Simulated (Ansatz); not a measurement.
## SiCl3 (built on the sites of a database entry of SnI3): a soft mode frozen in

Aim: this structure of SiCl3 (built on the sites of a database entry of SnI3) is to be tested for unstable modes, and one is followed downhill.

Calculated with Ansatz 0.2.0; DFT PBE, scalar-relativistic, plane waves, norm-conserving pseudopotentials.

The structure was built from a prototype and need not be the compound's stable phase.

## 1. Starting point

The structure is cubic, space group Pm-3m (No. 221). The conventional cell has a = 4.735 Å, b = 4.735 Å, c = 4.735 Å, α = 90.00°, β = 90.00°, γ = 90.00°. Nearest to Si lie 6 Cl at 2.37 Å. Nearest to Cl lie 2 Si at 2.37 Å. Farther neighbours and most contacts between anions are not listed.

## 2. Response at finite wavevector

The cell comes from relaxations at this level that are not shown. Stability and thermal properties need the whole zone. Linear response on a 2×2×2 q mesh gives force constants as far as a supercell of that size would.

File input.yaml:

```yaml
crystal:
  lattice:
    - [4.7349396865, 0.0, 0.0]
    - [0.0, 4.7349396865, 0.0]
    - [0.0, 0.0, 4.7349396865]
  atoms:
    - { symbol: Si, position: [0.0, 0.0, 0.0] }
    - { symbol: Cl, position: [0.5, 0.0, 0.0] }
    - { symbol: Cl, position: [0.0, 0.0, 0.5] }
    - { symbol: Cl, position: [0.0, 0.5, 0.0] }
kpoints:
  mp_grid: { grid: [10, 10, 10] }
hamiltonian:
  xc: pbe
  pseudopotentials: { kind: nc }
scf:
  occupations: { method: methfessel_paxton, width: 0.2 }
output:
  eigenvalues: true
phonons:
  method: dfpt
  qmesh: [2, 2, 2]
  temperatures: { t_max: 1000, t_step: 50 }
  qpath:
    path:
      - [[0.0, 0.0, 0.0], [0.0, 0.5, 0.0], [0.5, 0.5, 0.0], [0.0, 0.0, 0.0], [0.5, 0.5, 0.5], [0.0, 0.5, 0.0]]
      - [[0.5, 0.5, 0.5], [0.5, 0.5, 0.0]]
    npoints: 10
```

The run is started by

```
> ansatz run input.yaml --threads 4 --pin off --max-ram 14336MiB --backend cpu --events-out ev --progress --plain --runs-dir out
```

Numbers of over 12 decimals in the logs are rounded to 6 here.

The program printed:

```text
Engine: ansatz 0.2.0, aarch64-unknown-linux-gnu
Pseudopotentials: kind: nc
Pseudopotential: Si, nc, valence charge 4, recommended cutoff 489.804952 eV (normal), Si.nc.azcp
Pseudopotential: Cl, nc, valence charge 7, recommended cutoff 789.130201 eV (normal), Cl.nc.azcp (PseudoDojo's, or run here from an input of PseudoDojo's: the run reads no file of this project's for it)
Functional definition: PBE
  parameter kappa = 0.804
  parameter beta = 0.066725
  exchange = pbe_x(kappa = kappa, mu = beta*pi^2/3)
  correlation = pbe_c(beta = beta)
Crystal: 4 atoms, lattice volume = 106.156 Å³
Basis set: ecut = 789.130201 eV, 5377 PW (Γ), exchange–correlation on 90×90×90 points (8 copies of the dense FFT grid, shifted against one another)
Bands: 17, of which v1, the nominal top of the filled ones, is band 13 counted from 1 (12 counted from 0)
Symmetry: 48 space group operations
k-points: 56 of 1000
Non-local potential: Si, projectors of the file, l = 0: 2, l = 1: 2, l = 2: 2
Non-local potential: Cl, projectors of the file, l = 0: 2, l = 1: 2, l = 2: 2
Initial density: superposition of atomic densities (chi_scale 0.1, normalization cell, long waves kept (reshape's long-wave potential 0.02 eV rms))
Initial wavefunctions: pseudopotential atomic-orbital guess
Functional: x = pbe(κ = 0.804, μ = 0.219515), c = pbe(β = 0.066725)
SCF iter   1: F=—  HF=-1456.343293 eV  |F-HF|=—  |Δ(HF+E_count)|=         —  Δρ=2.07e-2  dr2=4.44e-1  ethr=3.10e-3  ⟨swp⟩=8.9  Hψ=6651  notcnv=0
preconditioner: auto → Resta (q_TF=auto, 2.144 Å⁻¹)  ε∞=3.4  [insulator: Δε(μ)=0.179 eV  Ē_g=11.630 eV  σ=0.200 eV  W_gap=0.52  n_scr=18 (ndim 8)  ℏωp=18.0 eV  f_vac=0.143  D(μ)=0.53/eV (n_scr^D=0)  ε∞_Penn≈3.4]
SCF iter   2: F=—  HF=-1456.248477 eV  |F-HF|=—  |Δ(HF+E_count)|=   9.48e-2  S|Δr|=    0.00e0  Δρ=1.01e-2  dr2=6.69e-2  ethr=1.77e-3  ⟨swp⟩=2.8  Hψ=1855  notcnv=0
preconditioner: auto → none  [metal: Δε(μ)=0.064 eV  Ē_g=11.456 eV  σ=0.200 eV  W_gap=0.27  n_scr=18 (ndim 8)  ℏωp=18.0 eV  f_vac=0.152  D(μ)=0.55/eV (n_scr^D=0)]
SCF iter   3: F=—  HF=-1456.247313 eV  |F-HF|=—  |Δ(HF+E_count)|=   1.16e-3  S|Δr|=    0.00e0  Δρ=2.00e-3  dr2=3.42e-3  ethr=2.67e-4  ⟨swp⟩=2.5  Hψ=1586  notcnv=0
SCF iter   4: F=—  HF=-1456.247741 eV  |F-HF|=—  |Δ(HF+E_count)|=   4.27e-4  S|Δr|=    0.00e0  Δρ=2.54e-4  dr2=4.06e-5  ethr=1.37e-5  ⟨swp⟩=2.1  Hψ=1541  notcnv=0
SCF iter   5: F=—  HF=-1456.247792 eV  |F-HF|=—  |Δ(HF+E_count)|=   5.14e-5  S|Δr|=    0.00e0  Δρ=6.77e-5  dr2=2.50e-6  ethr=1.62e-7  ⟨swp⟩=2.4  Hψ=1642  notcnv=0
SCF iter   6: F=—  HF=-1456.247772 eV  |F-HF|=—  |Δ(HF+E_count)|=   2.05e-5  S|Δr|=    0.00e0  Δρ=3.06e-6  dr2=7.80e-9  ethr=9.99e-9  ⟨swp⟩=2.2  Hψ=1529  notcnv=0  defer=10
SCF iter   7: F=—  HF=-1456.247772 eV  |F-HF|=—  |Δ(HF+E_count)|=   7.40e-9  S|Δr|=    0.00e0  Δρ=8.32e-7  dr2=7.69e-10  ethr=3.12e-11  ⟨swp⟩=2.6  Hψ=1692  notcnv=0  defer=11
SCF iter   8: F=—  HF=-1456.247772 eV  |F-HF|=—  |Δ(HF+E_count)|=  7.28e-11  S|Δr|=    0.00e0  Δρ=8.68e-8  dr2=1.14e-11  ethr=3.08e-12  ⟨swp⟩=2.4  Hψ=1640  notcnv=0  defer=11
SCF iter   9: F=-1456.247772 eV  HF=-1456.247772 eV  |F-HF|=2.27e-13  |Δ(HF+E_count)|=  4.55e-13  S|Δr|=    0.00e0  Δρ=1.73e-8  dr2=4.22e-13  ethr=1.00e-12  ⟨swp⟩=10.4  Hψ=6122  notcnv=0
SCF 1 converged in 9 iterations: F = -1456.247772 eV  dr2 = 4.22e-13
phonons: the bands overlap, so this run is a metal and interpolates without the dipole-dipole term. If the crystal is really an insulator or semiconductor, its LO-TO splitting is missing
NSCF: frozen V_eff on 56 k-points
WARN: eigensolver did not converge in 4 slots of this pass, the one above among them; of largest residual over every band (k=25): 1 band(s) unlocked (lowest unlocked band 16, counted from 0; max residual 5.93e-2 eV among the unlocked bands, 5.93e-2 eV over every band); of lowest unlocked band (k=5): band 16
NSCF: frozen V_eff on 216 k-points
DFPT response loops at q = (0, 0, 0) (fractional): preconditioner auto → none (partly filled bands, converged f_vac=0.166); β = 0.50; Broyden in place of MSR1
NSCF: frozen V_eff on 432 k-points
DFPT response loops at q = (0, 0, -0.5) (fractional): mixed as the last ones told, above
NSCF: frozen V_eff on 432 k-points
DFPT response loops at q = (0, -0.5, -0.5) (fractional): mixed as the last ones told, above
NSCF: frozen V_eff on 432 k-points
DFPT response loops at q = (-0.5, -0.5, -0.5) (fractional): mixed as the last ones told, above
SCF converged after 9 iterations
Stability not checked: this state was not tested for a lower state beside it, because cold or Methfessel-Paxton smearing, or corrected tetrahedra, fill the levels in a way that the test cannot read (fill_not_monotonic; see scf.lower_state_search)
Free energy (F): -1456.247772 eV
Harris-Foulkes:  -1456.247772 eV  (|F-HF|=2.27e-13)
Internal energy: -1456.251098 eV  (E = F + TS)
E sigma→0 (E₀):  -1456.248603 eV
Entropy (-TS):   0.003326 eV (0.832 meV/atom)
Fermi energy:    2.208242 eV
--- Per-component energies (eV) ---
  E_band       = -104.240890
  E_kinetic    = 495.764640
  E_local      = -1078.907841  (includes V_loc(G=0)·N_el)
  E_nonlocal   = 201.003228
  E_hartree    = 321.116497
  E_xc         = -407.071758
  E_vxc        = -364.333912  (∫ρ·V_xc dr)
  E_ewald      = -988.155865
  E_smearing   = 0.003326  (= −TS)
  E_closure    = -0.000000  (closes the sum)
  Σ components = -1456.247772   (vs F -1456.247772, Δ=0.00e0)
--- Band table (eV; the first three rows and the last of 56) ---
  k-point 0: bands = [... 9 lower, 0.1529, 0.2364, 0.2364, 0.2364, 7.6351, 8.3154, 8.3154, 8.3154]
  k-point 1: bands = [... 9 lower, 0.1330, 0.2171, 0.2171, 0.2708, 7.7575, 8.3358, 8.4505, 8.4505]
  k-point 2: bands = [... 9 lower, 0.0815, 0.2083, 0.2083, 0.4568, 8.0896, 8.3908, 8.6582, 8.8154]
  k-point 55: bands = [... 9 lower, 1.0673, 1.0673, 1.0673, 4.1168, 4.1168, 4.1168, 6.3148, 8.3704]
--- Phonons (Γ-DFPT): 3 representative perturbations + reference (Σ response iterations 7) ---
  ASR residual: 4.292e-5 → 0.000e0 eV/Å²; symmetrization residual: 1.095e-6 eV/Å²
  ASR residual per site (eV/Å²): 4.29e-5 2.37e-5 2.37e-5 2.37e-5
  Γ frequencies (cm⁻¹): -258.25 -258.25 -258.25 0.00 0.00 0.00 89.29 89.29 89.29 188.42 188.42 188.42
--- Phonons (arbitrary-q DFPT): 4 irreducible q on the 2×2×2 mesh ---
  q = [0.0000, 0.0000, 0.0000] (star 1, of the zone-centre solve; hermiticity 4.31e-7, symmetrization 1.07e-14): -258.25 -258.25 -258.25 -0.00 0.00 0.00 89.29 89.29 89.29 188.42 188.42 188.42
  q = [0.0000, 0.0000, -0.5000] (star 3, 7 solved perturbations in 1332 linear systems a pass and spin channel, the states on 216 of 1000 k-point pairs; hermiticity 3.23e-7, symmetrization 4.34e-14, the responses' own estimated error 7.6e-5 eV/Å²): -252.59 -252.59 63.09 63.69 63.69 101.89 101.89 111.54 127.77 176.81 176.81 300.35
  q = [0.0000, -0.5000, -0.5000] (star 3, 7 solved perturbations in 1332 linear systems a pass and spin channel, the states on 216 of 1000 k-point pairs; hermiticity 1.62e-7, symmetrization 3.53e-14, the responses' own estimated error 7.7e-5 eV/Å²): -247.34 -48.08 43.00 96.87 96.87 100.74 100.74 137.36 141.68 162.34 318.69 318.69
  q = [-0.5000, -0.5000, -0.5000] (star 1, 3 solved perturbations in 468 linear systems a pass and spin channel, the states on 216 of 1000 k-point pairs; hermiticity 2.18e-13, symmetrization 1.05e-13, the responses' own estimated error 7.3e-5 eV/Å²): -241.28 -49.66 -49.66 -49.66 123.23 123.23 130.72 130.72 130.72 327.34 327.34 327.34
  sum rule: each row above includes the acoustic sum rule's correction from the zone centre's row sums; it moved no ω² by more than (0.64 cm⁻¹)²
  mesh force constants: q→R imaginary residual 8.37e-47; ASR residual 4.292e-5 → 0.000e0 eV/Å²; symmetrization residual 7.994e-15 eV/Å²
  interpolated dispersion: 62 rows × 12 modes
  density of states and harmonic sums: on the 14×14×14 q-mesh, interpolated from the force constants of a 2×2×2 supercell (no non-analytic term)
  largest difference from the sums on the solved wave vectors: F 4.73e-2 eV, S 4.92e-5 and C_V 1.10e-5 eV/K
  zero-point energy: 0.080869 eV/cell   skipped modes (ω ≤ 0): 336, of them read as no rigid motion or as one in doubt: 333 (2.722e0 modes/cell left out, lowest -258.25 cm⁻¹)   left out of the sums: 2.27e-1 of the cell's modes: C_V's classical limit lies that fraction below 3 k_B per atom; for a crystal, a wire or a layer, F and S can be off by more, and a phonons.interpolated_qmesh denser along its periods is the remedy for the sampling
```

Wall time 4.6 min (4 threads of Arm Neoverse V1, shared host); peak memory 2.2 GiB; 18 min of CPU time.

In the SCF lines HF is the Harris–Foulkes energy and dr2 the Hartree energy of the density residual, in eV; the loop may stop once dr2 is under the threshold and the program's other checks hold. Hψ counts applications of the Hamiltonian.

This step gave:

```
volume per atom                                         : 26.54 Å³
gap on the k-mesh                                       : 0 eV
sum-rule residual before enforcement                    : 4.29e-5 eV/Å²
lowest frequency on the path                            : -258.2 cm⁻¹
point group                                             : m-3m
highest frequency on the path or at a solved wavevector : 327.3 cm⁻¹
highest optical mode at the zone centre (no LO-TO term) : 188.4 cm⁻¹
lowest optical zone-centre mode                         : -258.2 cm⁻¹
lowest mode on the q mesh (acoustic modes at Γ apart)   : -258.2 cm⁻¹
```

Frequencies (cm⁻¹) solved at each irreducible wavevector; negative means imaginary. Frequencies by wavevector, by row:

| q in reciprocal lattice units | star | mode 1 | mode 2 | mode 3 | mode 4 | mode 10 | mode 11 | mode 12 |
| --- | --- | --- | --- | --- | --- | --- | --- | --- |
| 0 0 0 | 1 | -258.2 | -258.2 | -258.2 | 0 | 188.4 | 188.4 | 188.4 |
| 0 0 -0.5 | 3 | -252.6 | -252.6 | 63.1 | 63.7 | 176.8 | 176.8 | 300.4 |
| 0 -0.5 -0.5 | 3 | -247.3 | -48.1 | 43 | 96.9 | 162.3 | 318.7 | 318.7 |
| -0.5 -0.5 -0.5 | 1 | -241.3 | -49.7 | -49.7 | -49.7 | 327.3 | 327.3 | 327.3 |

Interpolated from a 2×2×2 q mesh. Phonon branches along the path, in cm⁻¹:

| point | branch 1 | branch 2 | branch 3 | branch 4 | branch 9 | branch 10 | branch 11 | branch 12 |
| --- | --- | --- | --- | --- | --- | --- | --- | --- |
| Γ | -258 | -258 | -258 | 0 | 89 | 188 | 188 | 188 |
| halfway | -255 | -255 | -121 | 48 | 135 | 183 | 183 | 201 |
| X | -253 | -253 | 63 | 64 | 128 | 177 | 177 | 300 |
| halfway | -250 | -119 | 24 | 84 | 132 | 170 | 213 | 310 |
| M | -247 | -48 | 43 | 97 | 142 | 162 | 319 | 319 |
| halfway | -253 | -127 | -111 | 58 | 139 | 177 | 202 | 210 |
| Γ | -258 | -258 | -258 | 0 | 89 | 188 | 188 | 188 |
| halfway | -158 | -103 | -103 | 50 | 137 | 200 | 217 | 217 |
| R | -241 | -50 | -50 | -50 | 131 | 327 | 327 | 327 |
| halfway | -171 | -92 | 14 | 49 | 132 | 212 | 224 | 316 |
| X | -253 | -253 | 63 | 64 | 128 | 177 | 177 | 300 |
| jump to R | -241 | -50 | -50 | -50 | 131 | 327 | 327 | 327 |
| halfway | -197 | -49 | 40 | 40 | 136 | 224 | 323 | 323 |
| M | -247 | -48 | 43 | 97 | 142 | 162 | 319 | 319 |

Symmetry leaves 4 wavevectors to solve. The lowest mode among them, the acoustic zeros apart, lies at Γ and is imaginary, 258.2i cm⁻¹, so the energy falls along it.

## 3. The mode frozen in, largest atomic shift 0 Å

The mode followed lies at Γ with frequency 258.2i cm⁻¹ and is 3-fold degenerate, the softest among the wavevectors solved. At small amplitude the distorted cell has space group no. 99 by a symmetry search on the positions. The undistorted cell that holds it gives the zero of energy on the same k mesh.

input.yaml, the sections that differ from step 2:

```yaml
output:
  forces: true
  stress: true
  eigenvalues: true
# crystal, kpoints, hamiltonian, scf: as in step 2
# phonons: removed
```

The program printed:

```text
[...]
Crystal: 4 atoms, lattice volume = 106.156 Å³
Basis set: ecut = 789.130201 eV, 5377 PW (Γ), exchange–correlation on 90×90×90 points (8 copies of the dense FFT grid, shifted against one another)
Bands: 17, of which v1, the nominal top of the filled ones, is band 13 counted from 1 (12 counted from 0)
Symmetry: 48 space group operations
[...]
k-points: 56 of 1000
[...]
P = ⅓ Tr σ = 0.0067 GPa (0.067 kbar)
--- Band table (eV; the first three rows and the last of 56) ---
  k-point 0: bands = [... 9 lower, 0.1529, 0.2364, 0.2364, 0.2364, 7.6351, 8.3154, 8.3154, 8.3154]
  k-point 1: bands = [... 9 lower, 0.1330, 0.2171, 0.2171, 0.2708, 7.7574, 8.3358, 8.4505, 8.4505]
  k-point 2: bands = [... 9 lower, 0.0815, 0.2083, 0.2083, 0.4568, 8.0896, 8.3908, 8.6583, 8.8155]
  k-point 55: bands = [... 9 lower, 1.0673, 1.0673, 1.0673, 4.1169, 4.1169, 4.1169, 6.3149, 8.3704]
[key lines of the parts left out:]
SCF converged after 6 iterations
Free energy (F): -1456.247772 eV
Fermi energy:    2.208295 eV
```

Run time: 3.3 s. Hardware: 4 threads; peak memory 0.54 GiB; 13 s of CPU time.

This run has no spin polarisation although its electron count is odd.

Numbers from this step:

* pressure: 0.006681 GPa
* energy from the undistorted cell: 0 meV/atom

## 4. The mode frozen in, largest atomic shift 0.22 Å

The atoms are moved along the unstable eigenvector, the largest shift by 0.22 Å, with the cell fixed.

input.yaml, the sections that differ from step 3:

```yaml
crystal:
  lattice:
    - [4.7349396865, 0.0, 0.0]
    - [0.0, 4.7349396865, 0.0]
    - [0.0, 0.0, 4.7349396865]
  atoms:
    - { symbol: Si, position: [0.0, -0.046463105, 0.0] }
    - { symbol: Cl, position: [0.5, 0.0081857845, 0.0] }
    - { symbol: Cl, position: [0.0, 0.0081857845, 0.5] }
    - { symbol: Cl, position: [0.0, 0.5204384818, 0.0] }
# kpoints, hamiltonian, scf, output: as in step 3
```

The program printed:

```text
[...]
Crystal: 4 atoms, lattice volume = 106.156 Å³
Basis set: ecut = 789.130201 eV, 5377 PW (Γ), exchange–correlation on 90×90×90 points (8 copies of the dense FFT grid, shifted against one another)
Bands: 17, of which v1, the nominal top of the filled ones, is band 13 counted from 1 (12 counted from 0)
Symmetry: 8 space group operations
[...]
P = ⅓ Tr σ = 1.8657 GPa (18.657 kbar)
--- Band table (eV; the first three rows and the last of 126) ---
  k-point 0: bands = [... 9 lower, 0.1514, 0.1804, 0.2968, 0.2968, 7.5690, 7.9954, 7.9954, 8.4377]
  k-point 1: bands = [... 9 lower, 0.1304, 0.1687, 0.2377, 0.3511, 7.6862, 8.0007, 8.0921, 8.5883]
  k-point 2: bands = [... 9 lower, 0.0646, 0.0913, 0.1621, 0.6218, 7.9805, 8.0295, 8.1987, 8.9874]
  k-point 125: bands = [... 9 lower, 0.9406, 0.9406, 1.1469, 4.3789, 4.3789, 4.7869, 6.5162, 8.2816]
[key lines of the parts left out:]
SCF converged after 8 iterations
Free energy (F): -1456.356013 eV
Fermi energy:    2.357095 eV
```

Wall time 13 s (4 threads); peak memory 0.65 GiB; 50 s of CPU time.

This step gave:

```yaml
pressure: 1.866 GPa
energy_from_the_undistorted_cell: -26.8 meV/atom
```

The energy, extrapolated to zero smearing, is -26.80 meV/atom against the undistorted cell.

The run ends at a pressure of 1.87 GPa, with forces up to 0.52 eV/Å.

## 5. Energy along the mode, all amplitudes (two of the runs are shown above)

An imaginary frequency means negative curvature, so the energy should fall and then rise again as anharmonic terms take over.

Numbers from this step:

```yaml
depth_at_the_lowest_point_sampled: 26.8 meV/atom
largest_atomic_shift_at_that_point: 0.22 Å
```

Energy from the parent against largest atomic shift:

| largest atomic shift (Å) | energy from the parent (meV/atom) |
| --- | --- |
| 0.000 | 0 |
| 0.040 | -1.79 |
| 0.080 | -6.81 |
| 0.140 | -17.8 |
| 0.220 | -26.8 |
| 0.320 | 15.9 |

Displacement at unit largest shift by atom:

| atom | x (Å) | y (Å) | z (Å) | size |
| --- | --- | --- | --- | --- |
| Si1 | 0.00 | -1.00 | 0.00 | 1.00 |
| Cl2 | 0.00 | 0.18 | 0.00 | 0.18 |
| Cl3 | 0.00 | 0.18 | 0.00 | 0.18 |
| Cl4 | 0.00 | 0.44 | 0.00 | 0.44 |

The lowest of the steps tried is at 0.22 Å, 26.8 meV/atom below the parent; the bottom of the well need not coincide with a step.

(Part 1 of 2 ends here.)

[Logs are printed without paths, hosts, clocks, repeated set-up lines and the standing remarks that a program may print on its own settings, such as how far it seeks lower states.]

[Hosts, paths, dates, database ids (printed as entryN), source tags and the programs' standing remarks are cut or masked in the printed files.]
